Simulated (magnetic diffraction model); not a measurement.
# Cs3HoTe3: the ordered moment from one line

Space group P2_13 (no. 198), a = 10.6860 Å.

```csv
site,atom,x,y,z
4a,Ho,0.4708,0.9708,0.5292
4a,Cs,0.3207,0.3207,0.3207
4a,Cs,0.1872,0.3128,0.6872
4a,Cs,0.0706,0.9294,0.4294
12b,Te,0.4913,0.2066,0.6037
```

This is a made-up structure (elements placed in a structure type, unrelaxed), so the numbers test the method and describe no known phase.

Only Ho is taken to order (form factors of Ho3+); orders and moment sizes are assumed, and not adapted to the symmetry. Radiation: neutrons of λ = 2.41 Å, 1.5° to 50°; isotropic B of 0.48 Å² (Ho), 0.52 Å² (Cs) and 0.45 Å² (Te). Simulated constant-wavelength pattern: nuclear and magnetic terms add, the magnetic one as |2.695 fm × Σ f S⊥ exp(2πi Q·r) exp(−B s²)|², summed over all Q at one angle with the factor 1/(sin²θ cos θ). For a modulated order the moment at position r is S exp(−2πi k·r) + c.c., with S = m/2 for a sine wave of amplitude m and S = m(u + iv)/2 for moments turning in a plane, u and v being orthogonal unit vectors in it; the phase factor of the sum at Q = H + k is then exp(2πi H·r). Free-ion form factors, Sears's scattering lengths of 1992, no absorption; a label names one of the reflections at its angle. The strongest nuclear line in the range is 100, and lines under 0.2 are left out.

In a first state the assumed order is k = (0 0.182 0), moments turning in the plane of [010] and [001], 6.4 μB on Ho; signs + at (0.4708, 0.9708, 0.5292), − at (0.9708, 0.5292, 0.4708), − at (0.0292, 0.0292, 0.0292), + at (0.5292, 0.4708, 0.9708), with this pattern:

```
2θ (°)        index  nuclear  magnetic
 13.16  (1 0.182 0)      0.0      69.0
 16.75  (0 0.818 1)      0.0      20.5
 18.35      (1 1 0)      1.4       0.0
 18.50  (1 0.182 1)      0.0       1.7
 20.11  (0 1.182 1)      0.0      14.1
 21.23  (1 0.818 1)      0.0       1.2
 22.53      (1 1 1)     18.2       0.0
 23.66  (0 1.818 0)      0.0       0.7
 23.99  (1 1.182 1)      0.0       0.9
 26.07      (2 0 0)      6.9       0.0
 27.06  (1 1.818 0)      0.0       8.7
 28.21  (2 0.818 0)      0.0       1.8
 28.49  (0 2.182 0)      0.0       0.5
 29.21      (2 1 0)      4.9       0.0
 29.31  (2 0.182 1)      0.0      14.7
 30.11  (1 1.818 1)      0.0       0.5
```
(The table stops after 16 lines; 39 more lie at higher angle.)

**Question.** Nearer the ordering temperature the line at 13.16° has total intensity 33.8 on the same scale, and all moments have shrunk alike. How large is the Ho moment?

The nuclear part, 0.0, stays, so the magnetic part is 33.8 against 69.0. It goes as m², so m = 6.4 × √(33.8/69.0) = 4.48 μB; the value used was 4.48 μB.

[Logs are printed without paths, hosts, clocks, repeated set-up lines and the standing remarks that a program may print on its own settings, such as how far it seeks lower states.]
